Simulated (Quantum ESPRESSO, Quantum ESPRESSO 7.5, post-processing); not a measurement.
# 1T-HfO2, 1 layer: k-mesh convergence

Aim: how far one choice must go before the vacuum level and the energy of 1T-HfO2, 1 layer stand still, and what it costs.

Method: plane-wave DFT, PBE, GBRV ultrasoft pseudopotentials, in Quantum ESPRESSO 7.5.

Report form: the programs' logs are mostly left out.

## (1) The structure

The cell holds 3 atoms: 2 O and 1 Hf. Cell: a = 3.240 Å, b = 3.240 Å, c = 19.519 Å, α = 90.0°, β = 90.0°, γ = 120.0°. It derives from HfO2. Vacuum lies along c.

This sheet is a model structure: its symmetry is held, and its stability is not tested here.

## (2) Ground state: 23×23×1 points

The first run is the reference of the series.

c0.in

```
&control
  prefix = 'c0'
  outdir = './out'
  pseudo_dir = './pseudo'
  calculation = 'scf'
  tprnfor = .true.
/
&system
  ibrav = 0
  nat = 3
  ntyp = 2
  ecutwfc = 40
  ecutrho = 200
  occupations = 'smearing'
  smearing = 'fd'
  degauss = 0.004
  assume_isolated = 'esm'
  esm_bc = 'bc1'
/
&electrons
  conv_thr = 1e-07
  mixing_beta = 0.4
  electron_maxstep = 120
  mixing_mode = 'local-TF'
/
ATOMIC_SPECIES
  O   15.9990  o_pbe_v1.2.uspp.F.UPF
  Hf  178.4900  hf_pbe_v1.uspp.F.UPF
CELL_PARAMETERS angstrom
  3.24000000000000 0.00000000000000 0.00000000000000
  -1.62000000000000 2.80592230826158 0.00000000000000
  0.00000000000000 0.00000000000000 19.51859087586690
ATOMIC_POSITIONS crystal
  O   0.666666666667 0.333333333333 -0.064517743414
  Hf  0.000000000000 0.000000000000 0.000000000000
  O   0.333333333333 0.666666666667 0.064517743414
K_POINTS automatic
  23 23 1 0 0 0
```

Run with:

```console
$ OMP_NUM_THREADS=1 mpirun -n 4 pw.x -nk 4 -in c0.in > c0.out
```

Elapsed: 47 s, on 4 MPI ranks of Arm Neoverse V2, shared host; peak memory 0.77 GiB; 3.1 min of CPU time.

Read from the output:

```
free energy                                                    : -3046.3790 eV
Fermi energy                                                   : -7.395 eV
valence top, on the run's zero                                 : -8.862 eV
conduction bottom, on the run's zero                           : -5.583 eV
gap by band count                                              : 3.279 eV
vacuum line at the lower end of the cell, over the valence top : 8.862 eV
vacuum line at the upper end of the cell, over the valence top : 8.862 eV
```

Electrostatic potential energy of an electron; zero at the highest filled level of the SCF mesh. The potential energy, planar mean by z:

z (Å), potential energy, planar mean (eV) and a bar from the least value:
```
     -9.5       8.86 ##############################
     -9.0       8.86 ##############################
     -8.5       8.86 ##############################
     -8.0       8.86 ##############################
     -7.5       8.86 ##############################
     -7.0       8.86 ##############################
     -6.5       8.86 ##############################
     -6.0       8.86 ##############################
     -5.5       8.86 ##############################
     -5.0       8.86 ##############################
     -4.5       8.86 ##############################
     -4.0       8.86 ##############################
     -3.5       8.85 ##############################
     -3.0       8.82 ##############################
     -2.5       8.63 ##############################
     -2.0       7.31 ###########################
     -1.5      -0.38 ###########
     -1.0      -4.75 ##
     -0.5      -5.49 #
      0.0      -5.83 
      0.5      -5.49 #
      1.0      -4.75 ##
      1.5      -0.38 ###########
      2.0       7.31 ###########################
      2.5       8.63 ##############################
      3.0       8.82 ##############################
      3.5       8.85 ##############################
      4.0       8.86 ##############################
      4.5       8.86 ##############################
      5.0       8.86 ##############################
      5.5       8.86 ##############################
      6.0       8.86 ##############################
      6.5       8.86 ##############################
      7.0       8.86 ##############################
      7.5       8.86 ##############################
      8.0       8.86 ##############################
      8.5       8.86 ##############################
      9.0       8.86 ##############################
      9.5       8.86 ##############################
```

The program's own clock; routines nest. Time by routine:

| routine | wall time (s) | calls |
| --- | --- | --- |
| PWSCF | 46.78 | 1 |
| electrons | 45.23 | 1 |
| c_bands | 31.31 | 22 |
| cegterg | 27.01 | 308 |
| h_psi | 19.88 | 1932 |
| fftw | 16.28 | 36674 |
| vloc_psi | 16.1 | 1932 |
| sum_band | 6.35 | 22 |
| mix_rho | 4.19 | 22 |
| newd | 2.45 | 23 |
| calbec | 2.37 | 2296 |
| ffts | 2.18 | 2552 |
| add_vuspsi | 1.9 | 1932 |
| s_psi | 1.84 | 1932 |

The vacuum levels are read from the outermost 0.7 Å of the cell on either side.

The run needed 22 iterations to bring the estimated error under 1e-07 Ry; the largest force on any atom, held or free, is 4.15 eV/Å, so this geometry is far from relaxed and its levels are not those of the real material.

Inside the slab this potential holds the local part of the pseudopotentials, which can be repulsive at the nuclei; only its value in the vacuum has a meaning of its own.

## (3) Self-consistent run: 16×16×1 points

c1.in is the input of step 2 with these lines changed:

```diff
@@ -1,3 +1,3 @@
 &control
-  prefix = 'c0'
+  prefix = 'c1'
   outdir = './out'
@@ -37,2 +37,2 @@
 K_POINTS automatic
-  23 23 1 0 0 0
+  16 16 1 0 0 0
```

Run with:

```console
$ OMP_NUM_THREADS=1 mpirun -n 4 pw.x -nk 4 -in c1.in > c1.out
```

Run time: 36 s. Hardware: 4 MPI ranks; peak memory 0.71 GiB.

Numbers from this step:

| Property | Result |
| --- | --- |
| Fermi energy | -7.393 eV |
| valence top, on the run's zero | -8.861 eV |
| conduction bottom, on the run's zero | -5.588 eV |
| gap by band count | 3.273 eV |
| vacuum line at the lower end of the cell, over the valence top | 8.861 eV |
| vacuum line at the upper end of the cell, over the valence top | 8.861 eV |

The program's own clock; routines nest. Time by routine:

| routine | wall time (s) | calls |
| --- | --- | --- |
| PWSCF | 35.88 | 1 |
| electrons | 34.66 | 1 |
| c_bands | 20.71 | 25 |
| cegterg | 17.94 | 200 |
| h_psi | 13.16 | 1294 |
| fftw | 10.73 | 24036 |
| vloc_psi | 10.63 | 1294 |
| sum_band | 5.34 | 25 |
| mix_rho | 4.79 | 25 |
| newd | 2.72 | 26 |
| ffts | 2.51 | 2921 |
| calbec | 1.57 | 1526 |
| add_vuspsi | 1.26 | 1294 |
| s_psi | 1.22 | 1294 |

Counted from each run's own zero (the valence top), the vacuum level differs from the first run's by -1 meV.

## (4) SCF with pw.x: 12×12×1 points

c2.in is the input of step 3 with these lines changed:

```diff
@@ -1,3 +1,3 @@
 &control
-  prefix = 'c1'
+  prefix = 'c2'
   outdir = './out'
@@ -37,2 +37,2 @@
 K_POINTS automatic
-  16 16 1 0 0 0
+  12 12 1 0 0 0
```

Run with:

```console
$ OMP_NUM_THREADS=1 mpirun -n 4 pw.x -nk 4 -in c2.in > c2.out
```

It took 25 s on 4 MPI ranks; peak memory 0.43 GiB.

Read from the output:

```
Fermi energy                                                   : -7.405 eV
valence top, on the run's zero                                 : -8.863 eV
conduction bottom, on the run's zero                           : -5.589 eV
gap by band count                                              : 3.274 eV
vacuum line at the lower end of the cell, over the valence top : 8.863 eV
vacuum line at the upper end of the cell, over the valence top : 8.863 eV
```

The program's own clock; routines nest. Time by routine:

| routine | wall time (s) | calls |
| --- | --- | --- |
| PWSCF | 24.31 | 1 |
| electrons | 23.22 | 1 |
| c_bands | 11.48 | 23 |
| cegterg | 10.06 | 115 |
| h_psi | 7.4 | 735 |
| fftw | 6.06 | 13628 |
| vloc_psi | 5.98 | 735 |
| mix_rho | 4.26 | 23 |
| sum_band | 4.03 | 23 |
| newd | 2.47 | 24 |
| ffts | 2.24 | 2635 |
| v_of_rho | 1.06 | 24 |
| calbec | 0.88 | 870 |
| add_vuspsi | 0.7 | 735 |

Counted from each run's own zero (the valence top), the vacuum level differs from the first run's by +1 meV.

## (5) Ground state: 8×8×1 points

c3.in is the input of step 4 with these lines changed:

```diff
@@ -1,3 +1,3 @@
 &control
-  prefix = 'c2'
+  prefix = 'c3'
   outdir = './out'
@@ -37,2 +37,2 @@
 K_POINTS automatic
-  12 12 1 0 0 0
+  8 8 1 0 0 0
```

Run with:

```console
$ OMP_NUM_THREADS=1 mpirun -n 4 pw.x -nk 4 -in c3.in > c3.out
```

It took 18 s on 4 MPI ranks; peak memory 0.72 GiB.

Read from the output:

- free energy: -3046.3789 eV
- Fermi energy: -7.432 eV
- valence top, on the run's zero: -8.860 eV
- conduction bottom, on the run's zero: -5.587 eV
- gap by band count: 3.273 eV
- vacuum line at the lower end of the cell, over the valence top: 8.860 eV
- vacuum line at the upper end of the cell, over the valence top: 8.860 eV

The program's own clock; routines nest. Time by routine:

| routine | wall time (s) | calls |
| --- | --- | --- |
| PWSCF | 17.28 | 1 |
| electrons | 16.29 | 1 |
| c_bands | 6.51 | 20 |
| cegterg | 5.68 | 60 |
| h_psi | 4.16 | 406 |
| mix_rho | 3.75 | 20 |
| vloc_psi | 3.37 | 406 |
| fftw | 3.37 | 7618 |
| sum_band | 3.02 | 20 |
| newd | 2.16 | 21 |
| ffts | 1.97 | 2326 |
| v_of_rho | 0.93 | 21 |
| init_run | 0.61 | 1 |
| calbec | 0.49 | 478 |

Counted from each run's own zero (the valence top), the vacuum level differs from the first run's by -2 meV.

## (6) Ground state: 6×6×1 points

c4.in is the input of step 5 with these lines changed:

```diff
@@ -1,3 +1,3 @@
 &control
-  prefix = 'c3'
+  prefix = 'c4'
   outdir = './out'
@@ -37,2 +37,2 @@
 K_POINTS automatic
-  8 8 1 0 0 0
+  6 6 1 0 0 0
```

Run with:

```console
$ OMP_NUM_THREADS=1 mpirun -n 4 pw.x -nk 2 -in c4.in > c4.out
```

Run time: 14 s. Hardware: 4 MPI ranks; peak memory 0.67 GiB.

This step gave:

* free energy: -3046.3780 eV
* Fermi energy: -7.405 eV
* conduction bottom, on the run's zero: -5.588 eV
* gap by band count: 3.272 eV

The program's own clock; routines nest. Time by routine:

| routine | wall time (s) | calls |
| --- | --- | --- |
| PWSCF | 13.46 | 1 |
| electrons | 12.73 | 1 |
| c_bands | 5.05 | 22 |
| cegterg | 4.66 | 88 |
| h_psi | 3.52 | 544 |
| fftw | 3.04 | 10984 |
| sum_band | 2.98 | 22 |
| vloc_psi | 2.95 | 544 |
| newd | 2.24 | 23 |
| mix_rho | 2.05 | 22 |
| ffts | 1.06 | 2552 |
| v_of_rho | 0.5 | 23 |
| init_run | 0.39 | 1 |
| calbec | 0.37 | 648 |

Counted from each run's own zero (the valence top), the vacuum level differs from the first run's by -2 meV.

## (7) Self-consistent run: 4×4×1 points

c5.in is the input of step 6 with these lines changed:

```diff
@@ -1,3 +1,3 @@
 &control
-  prefix = 'c4'
+  prefix = 'c5'
   outdir = './out'
@@ -37,2 +37,2 @@
 K_POINTS automatic
-  6 6 1 0 0 0
+  4 4 1 0 0 0
```

Run with:

```console
$ OMP_NUM_THREADS=1 mpirun -n 4 pw.x -nk 1 -in c5.in > c5.out
```

Wall time 11 s (4 MPI ranks); peak memory 0.59 GiB; 43 s of CPU time.

This step gave:

```
free energy                                                    : -3046.3620 eV
Fermi energy                                                   : -7.154 eV
valence top, on the run's zero                                 : -8.848 eV
conduction bottom, on the run's zero                           : -5.586 eV
gap by band count                                              : 3.262 eV
vacuum line at the lower end of the cell, over the valence top : 8.848 eV
vacuum line at the upper end of the cell, over the valence top : 8.848 eV
```

The program's own clock; routines nest. Time by routine:

| routine | wall time (s) | calls |
| --- | --- | --- |
| PWSCF | 10.3 | 1 |
| electrons | 9.69 | 1 |
| sum_band | 3.03 | 25 |
| c_bands | 2.71 | 25 |
| cegterg | 2.56 | 100 |
| newd | 2.5 | 26 |
| h_psi | 1.92 | 545 |
| fftw | 1.69 | 11576 |
| vloc_psi | 1.61 | 545 |
| mix_rho | 1.27 | 25 |
| ffts | 0.64 | 2951 |
| init_run | 0.32 | 1 |
| v_of_rho | 0.28 | 26 |
| calbec | 0.2 | 661 |

Counted from each run's own zero (the valence top), the vacuum level differs from the first run's by -14 meV.

## (8) The series side by side

All levels:

| level | vacuum level over the valence top (eV) | its change from the first (meV) | energy from the first (meV an atom) | SCF iterations | wall time (s) | peak memory (GiB) | CPU time (s) |
| --- | --- | --- | --- | --- | --- | --- | --- |
| 23×23×1 points | 8.862 | 0 | 0 | 22 | 47.33 | 0.77 | 188.9 |
| 16×16×1 points | 8.861 | -1.26 | -0.004853 | 25 | 36.45 | 0.71 | 145.4 |
| 12×12×1 points | 8.863 | 0.5633 | 0.008299 | 23 | 24.87 | 0.43 | 99.09 |
| 8×8×1 points | 8.86 | -2.39 | 0.01814 | 20 | 17.84 | 0.72 | 70.98 |
| 6×6×1 points | 8.86 | -1.937 | 0.3356 | 22 | 14.01 | 0.67 | 55.7 |
| 4×4×1 points | 8.848 | -13.87 | 5.652 | 25 | 10.86 | 0.59 | 43.07 |

## (9) Summary of results

```yaml
vacuum_level_over_the_valence_top_23x23x1_points: 8.862 eV
cheapest_step_of_the_main_series_that_with_all_steps_before_it_keeps_the_vacuum_level_within_20_mev_of_the_first: 4×4×1 points: -14 meV, 43 s of CPU time against 3.1 min
setting_with_the_largest_shift_of_the_level: 4×4×1 points: -14 meV
```

What this shows: The cheapest step of the main series that, with all steps before it, keeps the vacuum level within 20 meV of the first is 4×4×1 points: -14 meV, 43 s of CPU time against 3.1 min. Over the series the energy moves by up to 5.65 meV an atom and the vacuum level by up to 14 meV. The error doesn't fall steadily with the mesh. The zero is the highest filled level on the mesh, so the level hangs on whether a mesh holds the k-point of the valence top. The times come from a shared host and are rough. Peak memory is sampled during the run and can miss the peak. The geometry is as built, not relaxed.

[Logs are printed without paths, hosts, clocks, repeated set-up lines and the standing remarks that a program may print on its own settings, such as how far it seeks lower states.]

[Hosts, paths, dates, database ids (printed as entryN), source tags and the programs' standing remarks are cut or masked in the printed files.]

[Maps of the electrostatic potential energy from Ansatz leave out the sawtooth potential of an applied field or a dipole correction, so their vacuum need not be flat; planar profiles and work functions include it.]
